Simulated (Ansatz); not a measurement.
WC (P-6m2): Drude plasma energy along x against volume

The cell of WC (P-6m2) is scaled evenly and the response computed anew at each volume, on one mesh. x, y and z are the Cartesian axes of the input cell.

It takes space group P-6m2 (No. 187, hexagonal). Conventional cell: a = 2.907 Å, b = 2.907 Å, c = 2.837 Å, α = 90.00°, β = 90.00°, γ = 120.00°. W on site a has 6 C at 2.20 Å as nearest neighbours. C on site f is surrounded by 6 W at 2.20 Å.

Method: Ansatz 0.2.0, PBE, independent particles, k-mesh 18×18×15 with interpolation inside its cells, Gaussian parameter 0.1 eV.

Launch of the response step: `ansatz run input.yaml --threads 4 --pin off --max-ram 8192MiB --backend cpu --events-out ev --progress --plain --runs-dir out`. The series took 3.1 min in all, on 4 threads of Intel(R) Xeon(R) Platinum 8559C (Emerald Rapids) (shared host).

| V/V₀ | V (Å³, primitive cell) | Drude plasma energy along x (eV) |
| --- | --- | --- |
| 0.94 | 19.51 | 3.611 |
| 0.96 | 19.92 | 3.481 |
| 0.98 | 20.34 | 3.361 |
| 1.00 | 20.75 | 3.250 |
| 1.02 | 21.17 | ? |
| 1.04 | 21.58 | 3.051 |
| 1.06 | 22.00 | 2.964 |

For small changes the quantity should be close to linear in ln V.

Working, on the rows shown:

| x = ln(V/V₀) | y = Drude plasma energy along x |
| --- | --- |
| -0.0618754 | 3.611 |
| -0.040822 | 3.481 |
| -0.0202027 | 3.361 |
| 0 | 3.25 |
| 0.0392207 | 3.051 |
| 0.0582689 | 2.964 |

Means: x̄ = -0.0042351, ȳ = 3.2863. Σ(x − x̄)(y − ȳ) = -0.05756, Σ(x − x̄)² = 0.01073. Slope = -0.05756 / 0.01073 = -5.364; intercept = ȳ − slope · x̄ = 3.2636. The line misses the rows shown by at most 0.015 eV.

Problem. Fill in the last column of the withheld row.

Solution. At x = 0.019803 the line gives y = 3.1574 eV. The run gave 3.147 eV, so the interpolation is off by 0.01 eV, 1.6 % of the range in the table.

Between the rows on either side of x = 0 the slope is (3.147 − 3.361) / (0.019803 − (-0.020203)) = -5.349. So d ln ωp/d ln V = -1.65; free electrons would give −0.50. The values come from a sum over the points of one k-mesh and carry its error, which is largest for Fermi-surface quantities. Spin-orbit coupling is left out.
